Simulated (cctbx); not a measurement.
## A crystallographic session in cctbx: SrMn7S12

Library: cctbx 2025.11. The data are simulated by the first script.

## 1. Simulate the data

run.py:

```python
from cctbx import adptbx, crystal, miller, sgtbx, xray
from cctbx.array_family import flex
from iotbx.shelx import hklf
from scitbx import matrix
import scitbx.random

cs = crystal.symmetry(unit_cell=(13.145, 13.145, 8.016, 90, 90, 120), space_group_symbol='Hall: -R 3')  # R-3
atoms = [  # label, site, U (iso, or U11 U22 U33 U12 U13 U23 in A^2), occupancy
    ("Sr1", (0, 0, 0), (0.0100, 0.0100, 0.0105, 0.0050, 0.0000, 0.0000), 1),
    ("Mn1", (0, 0, 0.5), (0.0180, 0.0180, 0.0122, 0.0090, 0.0000, -0.0000), 1),
    ("Mn2", (0.16667, 1/3, 0.83333), (0.0255, 0.0253, 0.0224, 0.0132, -0.0018, -0.0010), 1),
    ("Mn3", (0.16667, 1/3, 1/3), (0.0195, 0.0208, 0.0195, 0.0109, 0.0007, 0.0014), 1),
    ("S1", (0.49237, 0.81203, 0.99003), (0.0162, 0.0146, 0.0150, 0.0089, 0.0003, 0.0010), 1),
    ("S2", (0.61617, 0.05283, 0.25413), (0.0274, 0.0221, 0.0203, 0.0114, 0.0006, -0.0013), 1),
]
xs = xray.structure(crystal_symmetry=cs)
for label, site, u, occ in atoms:
    u = adptbx.u_cif_as_u_star(cs.unit_cell(), u) if isinstance(u, tuple) else u
    xs.add_scatterer(xray.scatterer(label, site=site, u=u, occupancy=occ))
xs.set_inelastic_form_factors(0.71073, "sasaki")
xs.show_summary()
p1 = xs.expand_to_p1()
ms = miller.build_set(p1, anomalous_flag=True, d_min=0.8)
flex.set_random_seed(823830)
scitbx.random.set_random_seed(823830)
ms = ms.select(flex.random_double(ms.size()) < 0.95)
i = ms.structure_factors_from_scatterers(p1, algorithm="direct").f_calc().as_intensity_array().data()
i = i / flex.sqrt(1 + 0.3 * i / flex.max(i))  # extinction
i = i * 40000 / flex.max(i)
sig = flex.sqrt(i + flex.pow2(0.06 * i) + 2 ** 2)
noise = scitbx.random.variate(scitbx.random.normal_distribution())(i.size())
data = ms.array(data=i + sig * noise, sigmas=sig).set_observation_type_xray_intensity()
with open("data.hkl", "w") as f:
    data.export_as_shelx_hklf(f)
print("reflections written:", data.size(), " <I/sigma> = %.1f" % flex.mean(data.data() / data.sigmas()))
for h, a, b in list(data.sort("data"))[:12]:
    print("%4d%4d%4d %9.1f %7.1f" % (h + (a, b)))
```

```console
$ python run.py
```

```text
Number of scatterers: 6
At special positions: 4
Unit cell: (13.145, 13.145, 8.016, 90, 90, 120)
Space group: R -3 :H (No. 148)
reflections written: 9348  <I/sigma> = 3.5
  -4   4  -2   43527.4  2408.3
  -4   0   2   39177.2  2408.3
   0  -4  -2   38633.1  2408.3
   4  -4   2   38183.8  2408.3
   0   4   2   36826.0  2408.3
   4   0  -2   36647.9  2408.3
   6  -2   2   31944.8  1833.5
   0  -6   0   31169.6  1743.1
   2   0  -4   31162.9  1776.7
   4  -6  -2   31098.8  1833.5
   0  -2  -4   30703.1  1776.7
  -2  -4   2   29993.6  1833.5
```

It took 0.26 s on 1 thread of Arm Neoverse V2, on a shared host, peak memory 0.07 GiB.

## 2. Refinement (right model, isotropic)

run.py:

```python
import math
from cctbx import adptbx, crystal, maptbx, sgtbx, xray
from cctbx.array_family import flex
from cctbx.xray import observations
from iotbx.shelx import hklf
from scitbx.lstbx import normal_eqns_solving
from smtbx import absolute_structure, utils
from smtbx.refinement import constraints, least_squares

cs = crystal.symmetry(unit_cell=(13.145, 13.145, 8.016, 90, 90, 120), space_group_symbol='Hall: -R 3')  # R-3
atoms = [  # label, site, U (iso, or U11 U22 U33 U12 U13 U23 in A^2), occupancy
    ("Sr1", (0, 0, 0), 0.0200, 1),
    ("Mn1", (0, 0, 0.5), 0.0200, 1),
    ("Mn2", (0.16667, 1/3, 0.83333), 0.0200, 1),
    ("Mn3", (0.16667, 1/3, 1/3), 0.0200, 1),
    ("S1", (0.4881, 0.8113, 0.9978), 0.0200, 1),
    ("S2", (0.6195, 0.0492, 0.2599), 0.0200, 1),
]
xs = xray.structure(crystal_symmetry=cs)
for label, site, u, occ in atoms:
    u = adptbx.u_cif_as_u_star(cs.unit_cell(), u) if isinstance(u, tuple) else u
    xs.add_scatterer(xray.scatterer(label, site=site, u=u, occupancy=occ))
xs.set_inelastic_form_factors(0.71073, "sasaki")
raw = hklf.reader(file_name="data.hkl").as_miller_arrays(crystal_symmetry=cs, anomalous=True)[0]
merged = raw.eliminate_sys_absent().merge_equivalents()
fo2 = merged.array().set_observation_type_xray_intensity()
print("Rint %.3f, %d unique reflections to %.2f A" % (merged.r_int(), fo2.size(), fo2.d_min()))
for sc in xs.scatterers():
    sc.flags.set_grad_site(True)
    sc.flags.set_grad_u_aniso(sc.flags.use_u_aniso())
    sc.flags.set_grad_u_iso(sc.flags.use_u_iso())
obs = fo2.as_xray_observations()
extra = {}
rep = constraints.reparametrisation(xs, [], utils.connectivity_table(xs), **extra)
ls = least_squares.crystallographic_ls(obs, rep, weighting_scheme=least_squares.mainstream_shelx_weighting(a=0, b=0))
print("cycle     R1     wR2    GooF  max shift (A)")
for cycle in range(8):
    ls.build_up()
    r1, wr2, goof = ls.r1_factor(cutoff_factor=2)[0], ls.wR2(), ls.goof()
    old = xs.sites_cart()
    normal_eqns_solving.levenberg_marquardt_iterations(ls, n_max_iterations=3, tau=1e-06, step_threshold=1e-7)
    big = flex.max((xs.sites_cart() - old).norms())
    print("%4d %7.4f %7.4f %7.3f %9.5f" % (cycle + 1, r1, wr2, goof, big))
    ls.build_up(objective_only=True)
    if abs(ls.wR2() - wr2) < 5e-5 and big < 5e-4:
        break
ls.build_up()
print("final R1 %.4f wR2 %.4f GooF %.3f  parameters %d  data/parameter %.1f" % (ls.r1_factor(cutoff_factor=2)[0], ls.wR2(), ls.goof(), ls.n_parameters, fo2.size() / ls.n_parameters))
cov = ls.covariance_matrix_and_annotations()
su = dict(zip(cov.annotations, (math.sqrt(max(v, 0)) for v in cov.matrix.matrix_packed_u_diagonal())))
a2 = cs.unit_cell().reciprocal_parameters()[0] ** -2
print("atom        x        y        z      Ueq    occ   su(xyz)  su(Uiso or U11)")
for sc in xs.scatterers():
    s = max(su.get(sc.label + k, 0) for k in (".x", ".y", ".z"))
    npd = "" if sc.is_positive_definite_u(cs.unit_cell()) else "  NPD"
    print("%-5s %8.5f %8.5f %8.5f %8.4f %6.3f %8.5f %7.4f%s" % ((sc.label,) + sc.site + (sc.u_iso_or_equiv(cs.unit_cell()), sc.occupancy, s, su.get(sc.label + ".uiso", su.get(sc.label + ".u11", 0) * a2), npd)))
fo = fo2.f_sq_as_f()
fc = fo.structure_factors_from_scatterers(xs, algorithm="direct").f_calc()
diff = fo.f_obs_minus_f_calc(1 / math.sqrt(ls.scale_factor()), fc).average_bijvoet_mates()
m = diff.fft_map(symmetry_flags=maptbx.use_space_group_symmetry, resolution_factor=0.25).apply_volume_scaling()
print("difference map: max %.2f min %.2f rms %.2f" % (m.statistics().max(), m.statistics().min(), m.statistics().sigma()))
peaks = m.peak_search(parameters=maptbx.peak_search_parameters(min_distance_sym_equiv=0.6, max_clusters=6)).all()
near = xs.closest_distances(peaks.sites(), distance_cutoff=4)
sps = cs.special_position_settings(min_distance_sym_equiv=0.5)
for k, (x, h) in enumerate(zip(peaks.sites(), peaks.heights())):
    ss = sps.site_symmetry(x)
    print("Q%-3d %7.4f %7.4f %7.4f %4d %7.2f  %.2f A from %s" % ((k + 1,) + tuple(t % 1 for t in ss.exact_site()) + (ss.multiplicity(), h, near.smallest_distances[k], xs.scatterers()[near.i_seqs[k]].label)))
```

```console
$ python run.py
```

```text
Rint 0.044, 554 unique reflections to 0.80 A
cycle     R1     wR2    GooF  max shift (A)
   1  0.3139  0.6694  17.118   0.09170
   2  0.0306  0.1030   2.634   0.00047
final R1 0.0305 wR2 0.1030 GooF 2.633  parameters 12  data/parameter 46.2
atom        x        y        z      Ueq    occ   su(xyz)  su(Uiso or U11)
Sr1    0.00000  0.00000  0.00000   0.0098  1.000  0.00000  0.0003
Mn1    0.00000  0.00000  0.50000   0.0158  1.000  0.00000  0.0004
Mn2    0.16667  0.33333  0.83333   0.0237  1.000  0.00000  0.0004
Mn3    0.16667  0.33333  0.33333   0.0191  1.000  0.00000  0.0004
S1     0.49234  0.81198  0.99000   0.0144  1.000  0.00009  0.0003
S2     0.61617  0.05283  0.25414   0.0230  1.000  0.00012  0.0003
difference map: max 0.84 min -1.70 rms 0.15
Q1    0.0441  0.4742  0.7529   18    0.85  0.56 A from S2
Q2    0.0126  0.2840  0.0643   18    0.78  0.54 A from S2
Q3    0.0162  0.5251  0.7586   18    0.45  1.47 A from S2
Q4    0.0469  0.5149  0.9693   18    0.39  0.60 A from Mn3
Q5    0.0343  0.7687  0.2848   18    0.38  1.41 A from S1
Q6    0.0855  0.8844  0.3748   18    0.37  1.21 A from S1
```

Time: 0.4 s.

## 3. Refinement (right model, anisotropic)

run.py, as its changes from the last script of this kind:

```diff
@@ -12,6 +12,6 @@
-    ("Sr1", (0, 0, 0), 0.0200, 1),
-    ("Mn1", (0, 0, 0.5), 0.0200, 1),
-    ("Mn2", (0.16667, 1/3, 0.83333), 0.0200, 1),
-    ("Mn3", (0.16667, 1/3, 1/3), 0.0200, 1),
-    ("S1", (0.4881, 0.8113, 0.9978), 0.0200, 1),
-    ("S2", (0.6195, 0.0492, 0.2599), 0.0200, 1),
+    ("Sr1", (0, 0, 0), 0.0098, 1),
+    ("Mn1", (0, 0, 0.5), 0.0158, 1),
+    ("Mn2", (0.16667, 1/3, 0.83333), 0.0237, 1),
+    ("Mn3", (0.16667, 1/3, 1/3), 0.0191, 1),
+    ("S1", (0.49234, 0.81198, 0.99), 0.0144, 1),
+    ("S2", (0.61617, 0.05283, 0.25414), 0.0230, 1),
@@ -23,0 +24 @@
+xs.convert_to_anisotropic()
```

```console
$ python run.py
```

```text
Rint 0.044, 554 unique reflections to 0.80 A
cycle     R1     wR2    GooF  max shift (A)
   1  0.0305  0.1030   2.689   0.00050
   2  0.0152  0.0382   0.996   0.00000
final R1 0.0152 wR2 0.0382 GooF 0.996  parameters 34  data/parameter 16.3
atom        x        y        z      Ueq    occ   su(xyz)  su(Uiso or U11)
Sr1    0.00000  0.00000  0.00000   0.0097  1.000  0.00000  0.0001
Mn1    0.00000  0.00000  0.50000   0.0158  1.000  0.00000  0.0002
Mn2    0.16667  0.33333  0.83333   0.0238  1.000  0.00000  0.0002
Mn3    0.16667  0.33333  0.33333   0.0192  1.000  0.00000  0.0002
S1     0.49236  0.81199  0.99000   0.0141  1.000  0.00004  0.0002
S2     0.61620  0.05283  0.25417   0.0231  1.000  0.00004  0.0002
difference map: max 0.38 min -0.75 rms 0.12
Q1    0.0022  0.4917  0.2417   18    0.39  1.45 A from S2
Q2    0.1043  0.8926  0.3911   18    0.33  1.45 A from S1
Q3    0.0286  0.7670  0.2784   18    0.33  1.39 A from S1
Q4    0.0000  0.0000  0.2338    6    0.29  1.87 A from Sr1
Q5    0.0543  0.9268  0.9371   18    0.28  1.54 A from Sr1
Q6    0.0186  0.7742  0.7698   18    0.26  1.47 A from S2
```

Time: 0.37 s.

## 4. Refinement

run.py, as its changes from the last script of this kind:

```diff
@@ -15,3 +15,3 @@
-    ("Mn3", (0.16667, 1/3, 1/3), 0.0191, 1),
-    ("S1", (0.49234, 0.81198, 0.99), 0.0144, 1),
-    ("S2", (0.61617, 0.05283, 0.25414), 0.0230, 1),
+    ("S1", (0.16667, 1/3, 1/3), 0.0191, 1),
+    ("S2", (0.49234, 0.81198, 0.99), 0.0144, 1),
+    ("Mn3", (0.61617, 0.05283, 0.25414), 0.0230, 1),
@@ -38 +38 @@
-for cycle in range(8):
+for cycle in range(12):
```

```console
$ python run.py
```

```text
Rint 0.044, 554 unique reflections to 0.80 A
cycle     R1     wR2    GooF  max shift (A)
   1  0.5393  0.8356  21.816   0.00000
final R1 0.5393 wR2 0.8356 GooF 21.816  parameters 34  data/parameter 16.3
atom        x        y        z      Ueq    occ   su(xyz)  su(Uiso or U11)
Sr1    0.00000  0.00000  0.00000   0.0098  1.000  0.00000  0.0104
Mn1    0.00000  0.00000  0.50000   0.0158  1.000  0.00000  0.0195
Mn2    0.16667  0.33333  0.83333   0.0237  1.000  0.00000  0.0229
S1     0.16667  0.33333  0.33333   0.0191  1.000  0.00000  0.0320
S2     0.49234  0.81198  0.99000   0.0144  1.000  0.00253  0.0106
Mn3    0.61617  0.05283  0.25414   0.0230  1.000  0.00196  0.0076
difference map: max 170.17 min -11.86 rms 6.91
Q1    0.0000  0.0000  0.0000    3  170.17  0.00 A from Sr1
Q2    0.0000  0.5000  0.0000    9  113.85  0.00 A from S1
Q3    0.0000  0.0000  0.5000    3   95.16  0.00 A from Mn1
Q4    0.0000  0.5000  0.5000    9   87.75  0.00 A from Mn2
Q5    0.0122  0.1595  0.6776   18   57.39  0.03 A from S2
Q6    0.0500  0.2811  0.0782   18   35.18  0.01 A from Mn3
```

Time: 0.36 s.

This run holds a fault made on purpose: elements exchanged: Mn3 is S and S1 is Mn.

## 5. Refinement

run.py, as its changes from the last script of this kind:

```diff
@@ -15,3 +15,2 @@
-    ("S1", (0.16667, 1/3, 1/3), 0.0191, 1),
-    ("S2", (0.49234, 0.81198, 0.99), 0.0144, 1),
-    ("Mn3", (0.61617, 0.05283, 0.25414), 0.0230, 1),
+    ("Mn3", (0.16667, 1/3, 1/3), 0.0191, 1),
+    ("S1", (0.61617, 0.05283, 0.25414), 0.0230, 1),
```

```console
$ python run.py
```

```text
Rint 0.044, 554 unique reflections to 0.80 A
cycle     R1     wR2    GooF  max shift (A)
   1  0.7909  0.9674  25.040   0.10556
   2  0.6138  0.8455  21.886   0.00625
   3  0.6139  0.8445  21.861   0.00048
final R1 0.6138 wR2 0.8445 GooF 21.860  parameters 25  data/parameter 22.2
atom        x        y        z      Ueq    occ   su(xyz)  su(Uiso or U11)
Sr1    0.00000  0.00000  0.00000  -0.0423  1.000  0.00000  0.0048  NPD
Mn1    0.00000  0.00000  0.50000  -0.0353  1.000  0.00000  0.0068  NPD
Mn2    0.16667  0.33333  0.83333  -0.0373  1.000  0.00000  0.0058  NPD
Mn3    0.16667  0.33333  0.33333  -0.0395  1.000  0.00000  0.0069  NPD
S1     0.62158  0.05521  0.26500  -0.0208  1.000  0.00257  0.0087  NPD
difference map: max 411.27 min -28.74 rms 17.58
Q1    0.0000  0.0000  0.0000    3  411.27  0.00 A from Sr1
Q2    0.0000  0.5000  0.0000    9  165.31  0.00 A from Mn3
Q3    0.0443  0.2786  0.0787   18  153.91  0.08 A from S1
Q4    0.0000  0.0000  0.5000    3  135.13  0.00 A from Mn1
Q5    0.0136  0.1609  0.6680   18  133.83  2.41 A from Mn3
Q6    0.0000  0.5000  0.5000    9  132.62  0.00 A from Mn2
```

Time: 0.44 s.

This run holds a fault made on purpose: atom left out: S1.

## 6. Refinement

run.py:

```python
import math
from cctbx import adptbx, crystal, maptbx, sgtbx, xray
from cctbx.array_family import flex
from cctbx.xray import observations
from iotbx.shelx import hklf
from scitbx.lstbx import normal_eqns_solving
from smtbx import absolute_structure, utils
from smtbx.refinement import constraints, least_squares

cs = crystal.symmetry(unit_cell=(13.145, 13.145, 8.016, 90, 90, 120), space_group_symbol='Hall: -R 3')  # R-3
atoms = [  # label, site, U (iso, or U11 U22 U33 U12 U13 U23 in A^2), occupancy
    ("Sr1", (0, 0, 0), 0.0098, 1),
    ("Mn1", (0, 0, 0.5), 0.0158, 1),
    ("Mn2", (0.16667, 1/3, 0.83333), 0.0237, 1),
    ("Mn3", (0.16667, 1/3, 1/3), 0.0191, 1),
    ("S1", (0.61617, 0.05283, 0.25414), 0.0230, 1),
]
xs = xray.structure(crystal_symmetry=cs)
for label, site, u, occ in atoms:
    u = adptbx.u_cif_as_u_star(cs.unit_cell(), u) if isinstance(u, tuple) else u
    xs.add_scatterer(xray.scatterer(label, site=site, u=u, occupancy=occ))
xs.set_inelastic_form_factors(0.71073, "sasaki")
xs.convert_to_anisotropic()
raw = hklf.reader(file_name="data.hkl").as_miller_arrays(crystal_symmetry=cs, anomalous=True)[0]
merged = raw.eliminate_sys_absent().merge_equivalents()
fo2 = merged.array().set_observation_type_xray_intensity()
print("Rint %.3f, %d unique reflections to %.2f A" % (merged.r_int(), fo2.size(), fo2.d_min()))
for sc in xs.scatterers():
    sc.flags.set_grad_site(True)
    sc.flags.set_grad_u_aniso(sc.flags.use_u_aniso())
    sc.flags.set_grad_u_iso(sc.flags.use_u_iso())
obs = fo2.as_xray_observations()
extra = {}
rep = constraints.reparametrisation(xs, [], utils.connectivity_table(xs), **extra)
ls = least_squares.crystallographic_ls(obs, rep, weighting_scheme=least_squares.mainstream_shelx_weighting(a=0, b=0))
print("cycle     R1     wR2    GooF  max shift (A)")
for cycle in range(12):
    ls.build_up()
    r1, wr2, goof = ls.r1_factor(cutoff_factor=2)[0], ls.wR2(), ls.goof()
    old = xs.sites_cart()
    normal_eqns_solving.levenberg_marquardt_iterations(ls, n_max_iterations=3, tau=1e-06, step_threshold=1e-7)
    big = flex.max((xs.sites_cart() - old).norms())
    print("%4d %7.4f %7.4f %7.3f %9.5f" % (cycle + 1, r1, wr2, goof, big))
    ls.build_up(objective_only=True)
    if abs(ls.wR2() - wr2) < 5e-5 and big < 5e-4:
        break
ls.build_up()
print("final R1 %.4f wR2 %.4f GooF %.3f  parameters %d  data/parameter %.1f" % (ls.r1_factor(cutoff_factor=2)[0], ls.wR2(), ls.goof(), ls.n_parameters, fo2.size() / ls.n_parameters))
cov = ls.covariance_matrix_and_annotations()
su = dict(zip(cov.annotations, (math.sqrt(max(v, 0)) for v in cov.matrix.matrix_packed_u_diagonal())))
a2 = cs.unit_cell().reciprocal_parameters()[0] ** -2
print("atom        x        y        z      Ueq    occ   su(xyz)  su(Uiso or U11)")
for sc in xs.scatterers():
    s = max(su.get(sc.label + k, 0) for k in (".x", ".y", ".z"))
    npd = "" if sc.is_positive_definite_u(cs.unit_cell()) else "  NPD"
    print("%-5s %8.5f %8.5f %8.5f %8.4f %6.3f %8.5f %7.4f%s" % ((sc.label,) + sc.site + (sc.u_iso_or_equiv(cs.unit_cell()), sc.occupancy, s, su.get(sc.label + ".uiso", su.get(sc.label + ".u11", 0) * a2), npd)))
fo = fo2.f_sq_as_f()
fc = fo.structure_factors_from_scatterers(xs, algorithm="direct").f_calc()
diff = fo.f_obs_minus_f_calc(1 / math.sqrt(ls.scale_factor()), fc).average_bijvoet_mates()
m = diff.fft_map(symmetry_flags=maptbx.use_space_group_symmetry, resolution_factor=0.25).apply_volume_scaling()
print("difference map: max %.2f min %.2f rms %.2f" % (m.statistics().max(), m.statistics().min(), m.statistics().sigma()))
peaks = m.peak_search(parameters=maptbx.peak_search_parameters(min_distance_sym_equiv=0.6, max_clusters=6)).all()
near = xs.closest_distances(peaks.sites(), distance_cutoff=4)
sps = cs.special_position_settings(min_distance_sym_equiv=0.5)
for k, (x, h) in enumerate(zip(peaks.sites(), peaks.heights())):
    ss = sps.site_symmetry(x)
    print("Q%-3d %7.4f %7.4f %7.4f %4d %7.2f  %.2f A from %s" % ((k + 1,) + tuple(t % 1 for t in ss.exact_site()) + (ss.multiplicity(), h, near.smallest_distances[k], xs.scatterers()[near.i_seqs[k]].label)))
```

```console
$ python run.py
```

```text
Rint 0.044, 554 unique reflections to 0.80 A
cycle     R1     wR2    GooF  max shift (A)
   1  0.7909  0.9674  25.040   0.10556
   2  0.6138  0.8455  21.886   0.00625
   3  0.6139  0.8445  21.861   0.00048
final R1 0.6138 wR2 0.8445 GooF 21.860  parameters 25  data/parameter 22.2
atom        x        y        z      Ueq    occ   su(xyz)  su(Uiso or U11)
Sr1    0.00000  0.00000  0.00000  -0.0423  1.000  0.00000  0.0048  NPD
Mn1    0.00000  0.00000  0.50000  -0.0353  1.000  0.00000  0.0068  NPD
Mn2    0.16667  0.33333  0.83333  -0.0373  1.000  0.00000  0.0058  NPD
Mn3    0.16667  0.33333  0.33333  -0.0395  1.000  0.00000  0.0069  NPD
S1     0.62158  0.05521  0.26500  -0.0208  1.000  0.00257  0.0087  NPD
difference map: max 411.27 min -28.74 rms 17.58
Q1    0.0000  0.0000  0.0000    3  411.27  0.00 A from Sr1
Q2    0.0000  0.5000  0.0000    9  165.31  0.00 A from Mn3
Q3    0.0443  0.2786  0.0787   18  153.91  0.08 A from S1
Q4    0.0000  0.0000  0.5000    3  135.13  0.00 A from Mn1
Q5    0.0136  0.1609  0.6680   18  133.83  2.41 A from Mn3
Q6    0.0000  0.5000  0.5000    9  132.62  0.00 A from Mn2
```

Run time: 0.44 s on 1 thread of Arm Neoverse V2 (shared host), peak memory 0.09 GiB.

This run holds a fault made on purpose: atom left out: S1.

[Logs are printed without paths, hosts, clocks, repeated set-up lines and the standing remarks that a program may print on its own settings, such as how far it seeks lower states.]
